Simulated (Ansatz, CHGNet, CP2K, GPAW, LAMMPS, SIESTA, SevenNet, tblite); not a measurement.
## Annealed particle of LiCl with 30 % Na on Li sites (108 atoms) in GPAW

Wanted: GPAW inputs and outputs for annealed particle of LiCl with 30 % Na on Li sites (108 atoms), checked against a plane-wave reference.

Main program and level: GPAW 26.7.0; the method is named at each step.

## 1. The starting structure

The cell holds 108 atoms: 54 Cl, 16 Na and 38 Li. Its edges and angles: a = 24.972 Å, b = 24.628 Å, c = 24.947 Å, α = 90.0°, β = 90.0°, γ = 90.0°. It derives from LiCl (rocksalt LiCl). 1 sphere(s) of radius 7.77 Å cut from rocksalt LiCl (a = 5.25 Å), 30 % of Li replaced at random by Na, in vacuum, ions removed to neutrality; annealed 20 ps at 610 K with the Lennard-Jones and Coulomb ion parameters for SPC/E (Joung and Cheatham, J. Phys. Chem. B 112, 9020 (2008)), full charges, cooled to 300 K. Vacuum lies along a, b and c.

The yardstick, on the same geometry:

| Quantity | Value |
| --- | --- |
| method | Kohn-Sham DFT, PBE, PAW, plane waves (Ansatz 0.2.0); cutoff 420 eV, Γ point, fermi-dirac smearing of 0.05 eV; PAW set soft_2 |
| r.m.s. force component | 0.1993 eV/Å |
| longest force | 0.9358 eV/Å |
| gap (highest filled to lowest empty level) | 4.443 eV |
| SCF cycles | 7 |
| time | 68 s on 16 threads of Arm Neoverse V2, shared host |
| CPU time | 17 min |

## 2. PBE, LCAO dzp, h 0.2 Å

Method: Kohn-Sham DFT, PBE, PAW, atomic orbitals (dzp).

The input, run.py:

```python
import numpy as np
from ase.io import read
from gpaw import GPAW, FermiDirac
from ase.parallel import parprint as print

atoms = read("structure.xyz")
atoms.calc = GPAW(
    mode="lcao",
    basis="dzp",
    h=0.2,
    xc="PBE",
    kpts={"size": (1, 1, 1), "gamma": True},
    occupations=FermiDirac(0.05),
    maxiter=200,
    symmetry={"point_group": False},
    txt="gpaw.txt",
)
energy = atoms.get_potential_energy(force_consistent=True)
forces = atoms.get_forces()
print(f"energy {energy:.6f} eV")
print("forces (eV/A)")
for i, (a, f) in enumerate(zip(atoms, forces)):
    print(f"{i:4d} {a.symbol:2s} {f[0]:10.5f} {f[1]:10.5f} {f[2]:10.5f}")
print(f"Fermi level {atoms.calc.get_fermi_level():.4f} eV")
for k in range(len(atoms.calc.get_ibz_k_points())):
    for s in range(atoms.calc.get_number_of_spins()):
        e = atoms.calc.get_eigenvalues(kpt=k, spin=s)
        n = np.searchsorted(e, atoms.calc.get_fermi_level())
        print(f"k {k} spin {s} levels about the Fermi level:", np.round(e[max(n - 6, 0):n], 4).tolist(), "|", np.round(e[n:n + 6], 4).tolist())
```

The input, structure.xyz:

```xyz
108
Lattice="24.97242 0.00000 0.00000 0.00000 24.62796 0.00000 0.00000 0.00000 24.94686" Properties=species:S:1:pos:R:3 pbc="T T T"
Cl 8.52384 17.43561 9.34759
Cl 10.57832 19.66518 13.80310
Na 9.21507 18.58918 11.78165
Cl 14.65756 17.83951 12.30604
Li 9.44782 11.24390 11.76120
Na 17.45472 17.63387 11.20937
Cl 7.89828 16.79701 13.43463
Li 6.14971 12.43343 7.06545
Cl 6.30079 10.17283 7.93934
Na 7.25723 15.48976 10.87034
Cl 6.14297 14.21821 8.68924
Na 7.17582 12.83560 14.04982
Na 8.17472 15.41144 7.31192
Cl 11.90435 11.48525 10.75833
Li 10.84327 16.88862 8.95942
Cl 16.10671 17.81094 8.89356
Li 14.07296 17.13613 10.10273
Cl 11.48107 16.88641 11.43140
Na 12.08565 14.13202 10.84889
Cl 10.85976 14.58566 7.89768
Cl 18.37321 16.59826 13.50897
Li 18.78176 14.52680 12.48391
Li 8.09206 9.35542 6.73091
Li 13.12775 15.00680 7.17247
Cl 8.18921 13.06267 5.88496
Cl 13.23289 12.69621 6.14167
Li 14.82762 18.09170 6.83045
Cl 12.74892 17.76341 7.96004
Li 10.48367 12.44820 6.66056
Cl 18.33076 15.12107 10.16011
Li 6.83220 16.58348 15.55811
Cl 8.53333 12.80679 18.71838
Li 9.75323 14.59478 17.44359
Na 5.97190 12.57799 17.70454
Cl 5.83031 14.51252 15.74920
Li 10.24943 18.39142 15.80558
Cl 8.84773 16.80464 17.00478
Li 12.53091 18.19169 13.32437
Cl 12.00899 14.32535 18.69268
Na 10.52088 15.29273 13.75395
Cl 12.39981 16.92606 15.48676
Na 13.12426 12.80161 16.32473
Cl 9.53172 13.26954 15.40419
Na 13.49959 16.54925 17.95600
Cl 15.91967 16.63323 16.83289
Li 7.73646 9.04289 14.34020
Cl 9.92354 8.22623 14.52306
Li 9.29723 11.34413 16.79023
Cl 15.73013 11.49436 11.16896
Li 13.69512 11.27296 12.55226
Cl 7.07219 10.51959 16.07725
Li 10.82305 7.39085 12.26612
Cl 7.17133 10.42378 12.42428
Li 14.71500 12.22113 8.96989
Cl 13.20916 13.87909 13.38299
Na 15.05612 15.83405 14.18304
[... 48 atom lines left out ...]
Li 16.71804 5.35535 10.50138
Cl 17.17978 7.41597 11.85575
Cl 15.50013 6.51360 8.56451
Na 15.56181 8.87592 10.27461
```

Run with:

```
> OMP_NUM_THREADS=1 mpirun -np 2 gpaw python run.py > output.txt
```

The log of the run:

```text
energy -354.938587 eV
forces (eV/A)
   0 Cl    0.05121   -0.04417   -0.15573
   1 Cl    0.14268   -0.15865    0.20648
   2 Na    0.10416   -0.31116    0.08935
   3 Cl    0.24492    0.03301    0.10393
   4 Li    0.26811    0.00895   -0.15269
   5 Na   -0.19519   -0.37462    0.11708
   6 Cl   -0.13515    0.05252   -0.23868
   7 Li    0.63293    0.17004    0.43801
   8 Cl   -0.01658    0.19882   -0.05605
   9 Na    0.31936   -0.16699    0.01156
  10 Cl   -0.04900    0.04257   -0.00326
  11 Na    0.24408   -0.02567    0.09030
  12 Na    0.03553   -0.37146    0.24106
  13 Cl   -0.12829   -0.37638    0.20591
  14 Li   -0.08697   -0.14186    0.21943
  15 Cl    0.14755    0.20993   -0.20189
  16 Li   -0.05953   -0.05484   -0.16638
  17 Cl   -0.09396   -0.09022   -0.17669
  18 Na   -0.16791    0.03838    0.00533
  19 Cl   -0.13410    0.29681    0.10965
  20 Cl    0.09266   -0.02427    0.39740
  21 Li   -0.31233   -0.20773   -0.14744
  22 Li    0.32788   -0.24063    0.19374
  23 Li    0.17657    0.04838    0.24973
[...]
100 Cl   -0.02876    0.19279   -0.17574
 101 Li   -0.35059   -0.23718   -0.26627
 102 Cl   -0.01156   -0.03770    0.22418
 103 Cl   -0.16160   -0.42419   -0.08007
 104 Li   -0.62244    0.74051    0.10538
 105 Cl    0.36727   -0.10690    0.26959
 106 Cl    0.20452   -0.14576    0.31054
 107 Na   -0.13271   -0.07677   -0.10268
Fermi level -3.6746 eV
k 0 spin 0 levels about the Fermi level: [-5.1551, -5.091, -5.0888, -5.0832, -4.9901, -4.8661] | [-0.6719, -0.4265, -0.3077, -0.2625, -0.0511, 0.009]
```

gpaw.txt:

```text
Input parameters:
  mode=LCAO(),
  basis={'default': 'dzp'},
  h=0.2,
  kpts=MonkhorstPack(size=(1, 1, 1), gamma=True),
  maxiter=200,
  occupations=Occupations(name='fermi-dirac', width=0.05, fixmagmom=False),
  symmetry=Symmetry(point_group=False),
  xc=XC(name='PBE')
Unit cell  # Å
| periodic |         x |         y |         z |   lengths |    angles |
|----------|-----------|-----------|-----------|-----------|-----------|
|      yes | 24.972420 |  0.000000 |  0.000000 | 24.972420 | 90.000000 |
|      yes |  0.000000 | 24.627960 |  0.000000 | 24.627960 | 90.000000 |
|      yes |  0.000000 |  0.000000 | 24.946860 | 24.946860 | 90.000000 |
Number of symmetries: 1
Symmetry operations  # r_c * U_cc + t_c -> r_c
|   | kind |            matrix            |
|---|------|------------------------------|
| 0 |  E   |  1, 0, 0,  0, 1, 0,  0, 0, 1 |
BZ-sampling:
  Number of BZ points: 1
  Number of IBZ points: 1
  Monkhorst-Pack size: [1, 1, 1]
  Monkhorst-Pack shift: [0, 0, 0]
[... lines left out ...]
      Name: dzp
      Number of radial functions: 3
      Number of spherical harmonics: 5
        l=0, rc=10.8906 Bohr: 2s-sz confined orbital
        l=0, rc=6.6719 Bohr: 2s-dz split-valence wave
        l=1, rc=10.8906 Bohr: p-type Gaussian polarization
      Number of RI-basis functions 0
Reference energy: -756370.972500  # eV
eigensolver:
density mixing:
  MSR1-Mixer
occupation numbers:
  Fermi-Dirac:
    width: 0.0500  # eV
FastPoissonSolver using
    Stencil: 6*3+1=19 point O(h^6) finite-difference Laplacian
xc functional:
  name: PBE with 2 nearest neighbor stencil
interpolation: tri-quintic # 5. degree polynomial
Initialization done in: 17.247 s
convergence criteria:
- Maximum [total energy] change in last 3 cyles: 0.0005 eV / valence electron
- Maximum integral of absolute [dens]ity change: 0.0001 electrons / valence electron
- Maximum integral of absolute [eigenst]ate change: 4e-08 eV^2 / valence electron
maximum number of iterations: 200
SCF iterations
|iter     |      energy | eigst |  dens |
|---------|-------------|-------|-------|
|iter:   1| -359.157847 |      c|       |
|iter:   2| -358.165112 |      c| -1.20 |
|iter:   3| -354.706056 |      c| -1.22 |
|iter:   4| -354.926817 |      c| -1.70 |
|iter:   5| -354.938882c|      c| -2.29 |
|iter:   6| -354.938592c|      c| -3.15 |
|iter:   7| -354.938586c|      c| -3.80 |
|iter:   8| -354.938587c|      c| -4.34c|
Converged in 8 steps
SCF loop duration: 63.463 s (7.933 s/step)
Energy contributions relative to reference atoms: (reference = -756370.972500)
Energy contributions:
  Kinetic:         515.564639
  Coulomb:        -518.447242
  Zero:              6.521878
  External:          0.000000
  Xc:             -358.577862
  Entropy:          -0.000000
  Spinorbit:         0.000000
  ----------------------------
  Free energy:    -354.938587
  Extrapolated:   -354.938587
dipole moment: (-1.391267, -1.165501, 0.091586)  # |e|*Ang
Fermi level: -3.675
Eigenvalues  # (at kpt = [0.000, 0.000, 0.000])
| band index |      eig [eV] | occ [0-2] |
|------------|---------------|-----------|
|          0 |       -28.025 |     2.000 |
|        ... |               |           |
|        256 |        -5.208 |     2.000 |
|        257 |        -5.188 |     2.000 |
[...]
|        271 |         0.205 |     0.000 |
|        ... |               |           |
|        320 |         2.331 |     0.000 |
Gap: 4.194 eV
Transition (v -> c):
  (s=0, k=0, n=263, [0.00, 0.00, 0.00]) -> (s=0, k=0, n=264, [0.00, 0.00, 0.00])
No difference between direct/indirect transitions
Force computation time: 11.843  # s
```

It took 95 s on 2 MPI ranks of Arm Neoverse V2, shared host; peak memory 5.8 GiB.

Banners, paths, timers and routine set-up lines are dropped from the logs unmarked, and long logs keep their key lines alone; longer cuts are marked.

Numbers from this run, and their distance from the reference:

```yaml
r_m_s_force_component: 0.2187 eV/Å
r_m_s_difference_of_force_components: 38.71 meV/Å
longest_difference_of_force_vectors: 137.8 meV/Å
force_difference_over_r_m_s_force: 19.42 %
slope_of_forces_against_the_reference_s: 1.083
correlation_of_force_components: 0.9871
spacing_of_highest_filled_and_lowest_empty_level: 4.194 eV
gap_difference: -0.2484 eV
```

Length of the force difference by element (eV/Å):

| element | atoms | mean | most |
| --- | --- | --- | --- |
| Cl | 54 | 0.061 | 0.13 |
| Li | 38 | 0.058 | 0.097 |
| Na | 16 | 0.074 | 0.14 |

Levels nearest the highest filled one (eV from it): -0.29, -0.22, -0.22, -0.22, -0.12, 0.00, 4.19, 4.44, 4.56, 4.60, 4.82, 4.88.

Local excerpt of 10 atoms (numbers count through the whole input) about Na60, picked at random; x, y, z are measured from there.

| atom | x | y | z | distance (Å) | bonds | Fx | Fy | Fz (eV/Å) |
| --- | --- | --- | --- | --- | --- | --- | --- | --- |
| Na60 | 0.00 | 0.00 | 0.00 | 0.00 | 6 | 0.05 | 0.11 | -0.14 |
| Cl97 | 1.73 | -0.11 | 2.06 | 2.69 | 4 | 0.21 | -0.08 | 0.13 |
| Cl104 | 0.08 | -2.10 | -1.77 | 2.75 | 4 | -0.16 | -0.42 | -0.08 |
| Cl93 | -1.65 | 1.08 | -2.22 | 2.97 | 5 | 0.18 | 0.05 | 0.12 |
| Cl101 | -1.51 | -1.94 | 1.70 | 2.99 | 3 | -0.03 | 0.19 | -0.18 |
| Cl99 | -0.65 | 2.78 | 0.97 | 3.02 | 4 | -0.18 | -0.09 | -0.16 |
| Cl106 | 2.51 | 0.42 | -1.67 | 3.05 | 4 | 0.37 | -0.11 | 0.27 |
| Li91 | -2.02 | -2.67 | -0.54 | 3.39 | 3 | 0.30 | 0.30 | -0.03 |
| Li100 | -0.03 | -1.12 | 3.37 | 3.56 | 3 | -0.06 | 0.34 | -0.40 |
| Li96 | 3.41 | 0.88 | 0.67 | 3.58 | 3 | -0.58 | 0.22 | -0.14 |

Atoms are counted from 1 here, from 0 in the log.

Forces lie 19 % from the reference's, at 0.19 times its CPU time (on 2 against 16 cores).

## 3. PBE, LCAO dzp, h 0.2 Å, other mixer settings

Method: Kohn-Sham DFT, PBE, PAW, atomic orbitals (dzp).

run.py, as its differences from that of step 2:

```diff
@@ -2,3 +2,3 @@
 from ase.io import read
-from gpaw import GPAW, FermiDirac
+from gpaw import GPAW, FermiDirac, Mixer
 from ase.parallel import parprint as print
@@ -13,2 +13,3 @@
     occupations=FermiDirac(0.05),
+    mixer=Mixer(0.03, 7, 100),
     maxiter=200,
```

structure.xyz is that of step 2.

The log of the run:

```text
energy -354.938588 eV
forces (eV/A)
   0 Cl    0.05781   -0.04890   -0.15422
   1 Cl    0.14715   -0.16615    0.20646
   2 Na    0.10408   -0.31173    0.08979
   3 Cl    0.23979    0.02574    0.10443
   4 Li    0.26787    0.00907   -0.15274
   5 Na   -0.19530   -0.37493    0.11729
   6 Cl   -0.12947    0.04898   -0.23749
   7 Li    0.63343    0.17034    0.43852
   8 Cl   -0.01217    0.20093   -0.05673
   9 Na    0.31971   -0.16678    0.01117
  10 Cl   -0.04240    0.04010   -0.00293
  11 Na    0.24411   -0.02575    0.09053
[...]
103 Cl   -0.16388   -0.42213   -0.08018
 104 Li   -0.62284    0.74111    0.10552
 105 Cl    0.36490   -0.10196    0.27206
 106 Cl    0.20226   -0.14348    0.31040
 107 Na   -0.13271   -0.07693   -0.10265
Fermi level -3.5747 eV
k 0 spin 0 levels about the Fermi level: [-5.1547, -5.0907, -5.0884, -5.0827, -4.9897, -4.8657] | [-0.6718, -0.4264, -0.3076, -0.2624, -0.0509, 0.0092]
```

gpaw.txt:

```text
Input parameters:
  mode=LCAO(),
  basis={'default': 'dzp'},
  h=0.2,
  kpts=MonkhorstPack(size=(1, 1, 1), gamma=True),
  maxiter=200,
  mixer=Pulay(name='pulay', nmaxold=7, beta=0.03, weight=100, sigma=0.015, g_ss=None),
  occupations=Occupations(name='fermi-dirac', width=0.05, fixmagmom=False),
[... lines left out ...]
  Fermi-Dirac:
[... lines left out ...]
convergence criteria:
- Maximum [total energy] change in last 3 cyles: 0.0005 eV / valence electron
[... lines left out ...]
Converged in 11 steps
[... lines left out ...]
  Free energy:    -354.938588
[... lines left out ...]
dipole moment: (-1.391414, -1.166174, 0.091411)  # |e|*Ang
Fermi level: -3.575
Eigenvalues  # (at kpt = [0.000, 0.000, 0.000])
| band index |      eig [eV] | occ [0-2] |
|------------|---------------|-----------|
|          0 |       -28.025 |     2.000 |
|        ... |               |           |
|        256 |        -5.208 |     2.000 |
|        257 |        -5.187 |     2.000 |
[...]
|        271 |         0.205 |     0.000 |
|        ... |               |           |
|        320 |         2.331 |     0.000 |
Gap: 4.194 eV
Transition (v -> c):
  (s=0, k=0, n=263, [0.00, 0.00, 0.00]) -> (s=0, k=0, n=264, [0.00, 0.00, 0.00])
No difference between direct/indirect transitions
Force computation time: 12.051  # s
```

It took 2 min on 2 MPI ranks; peak memory 4.9 GiB; 4 min of CPU time.

Numbers from this run, and their distance from the reference:

| Quantity | Value |
| --- | --- |
| r.m.s. force component | 0.2188 eV/Å |
| r.m.s. difference of force components | 38.92 meV/Å |
| longest difference of force vectors | 138.5 meV/Å |
| force difference over r.m.s. force | 19.53 % |
| slope of forces against the reference's | 1.083 |
| correlation of force components | 0.987 |
| gap (highest filled to lowest empty level) | 4.194 eV |
| gap difference | -0.2487 eV |
| energy less the same-level run's | 0 meV/atom |
| r.m.s. force difference from the same-level run | 2.64 meV/Å |

Against the first run (19 %), the force difference from the reference is 20 %, at 1.3 times the CPU time: another solver or mixer reaches the same state.

## 4. RPBE, LCAO dzp, h 0.2 Å

Method: Kohn-Sham DFT, RPBE, PAW, atomic orbitals (dzp).

run.py, as its differences from that of step 3:

```diff
@@ -2,3 +2,3 @@
 from ase.io import read
-from gpaw import GPAW, FermiDirac, Mixer
+from gpaw import GPAW, FermiDirac
 from ase.parallel import parprint as print
@@ -10,6 +10,5 @@
     h=0.2,
-    xc="PBE",
+    xc="RPBE",
     kpts={"size": (1, 1, 1), "gamma": True},
     occupations=FermiDirac(0.05),
-    mixer=Mixer(0.03, 7, 100),
     maxiter=200,
```

structure.xyz is that of step 3.

The log of the run:

```text
energy -340.765256 eV
forces (eV/A)
   0 Cl   -0.00887    0.06133   -0.22472
   1 Cl    0.15012   -0.01118    0.23942
   2 Na    0.06465   -0.23435    0.05263
   3 Cl    0.28665    0.12571    0.12707
   4 Li    0.27501    0.00232   -0.16261
   5 Na   -0.15254   -0.29886    0.11837
   6 Cl   -0.22329    0.09361   -0.24103
   7 Li    0.58652    0.16543    0.41463
   8 Cl   -0.11703    0.18059   -0.06063
   9 Na    0.25624   -0.16407    0.03863
  10 Cl   -0.16924    0.03252    0.03077
  11 Na    0.19210   -0.02679    0.04780
[...]
103 Cl   -0.12151   -0.56944   -0.08745
 104 Li   -0.58155    0.71265    0.08719
 105 Cl    0.50561   -0.10363    0.27106
 106 Cl    0.30322   -0.21659    0.22809
 107 Na   -0.09004   -0.06471   -0.12901
Fermi level -3.6107 eV
k 0 spin 0 levels about the Fermi level: [-5.0896, -5.0345, -5.0292, -5.0163, -4.9226, -4.8023] | [-0.7655, -0.4793, -0.3368, -0.2698, -0.1025, -0.0345]
```

gpaw.txt:

```text
Input parameters:
  mode=LCAO(),
  basis={'default': 'dzp'},
  h=0.2,
  kpts=MonkhorstPack(size=(1, 1, 1), gamma=True),
  maxiter=200,
  occupations=Occupations(name='fermi-dirac', width=0.05, fixmagmom=False),
  symmetry=Symmetry(point_group=False),
  xc=XC(name='RPBE')
[... lines left out ...]
  Fermi-Dirac:
[... lines left out ...]
convergence criteria:
- Maximum [total energy] change in last 3 cyles: 0.0005 eV / valence electron
[... lines left out ...]
Converged in 8 steps
[... lines left out ...]
  Free energy:    -340.765256
[... lines left out ...]
dipole moment: (-1.394355, -1.172002, 0.082404)  # |e|*Ang
Fermi level: -3.611
Eigenvalues  # (at kpt = [0.000, 0.000, 0.000])
| band index |      eig [eV] | occ [0-2] |
|------------|---------------|-----------|
|          0 |       -27.948 |     2.000 |
|        ... |               |           |
|        256 |        -5.149 |     2.000 |
|        257 |        -5.125 |     2.000 |
[...]
|        271 |         0.181 |     0.000 |
|        ... |               |           |
|        320 |         2.380 |     0.000 |
Gap: 4.037 eV
Transition (v -> c):
  (s=0, k=0, n=263, [0.00, 0.00, 0.00]) -> (s=0, k=0, n=264, [0.00, 0.00, 0.00])
No difference between direct/indirect transitions
Force computation time: 11.559  # s
```

Elapsed: 95 s, on 2 MPI ranks; peak memory 5.8 GiB; 3.2 min of CPU time.

Compared with the plane-wave run:

```
r.m.s. force component                           : 0.2201 eV/Å
r.m.s. difference of force components            : 54.59 meV/Å
longest difference of force vectors              : 199.4 meV/Å
force difference over r.m.s. force               : 27.39 %
slope of forces against the reference's          : 1.072
correlation of force components                  : 0.9709
gap (highest filled to lowest empty level) : 4.037 eV
gap difference                                   : -0.4058 eV
```

Against the first run (19 %), the force difference from the reference is 27 %, at 1.0 times the CPU time; the model has changed, so this is no error of the program alone.

[end of part 1 of 2]

[Also dropped from logs without a mark: logging warnings of Python, and SIESTA's first energy breakdown and zero terms.]

[Logs are printed without paths, hosts, clocks, repeated set-up lines and the standing remarks that a program may print on its own settings, such as how far it seeks lower states.]

[Hosts, paths, dates, database ids (printed as entryN), source tags and the programs' standing remarks are cut or masked in the printed files.]
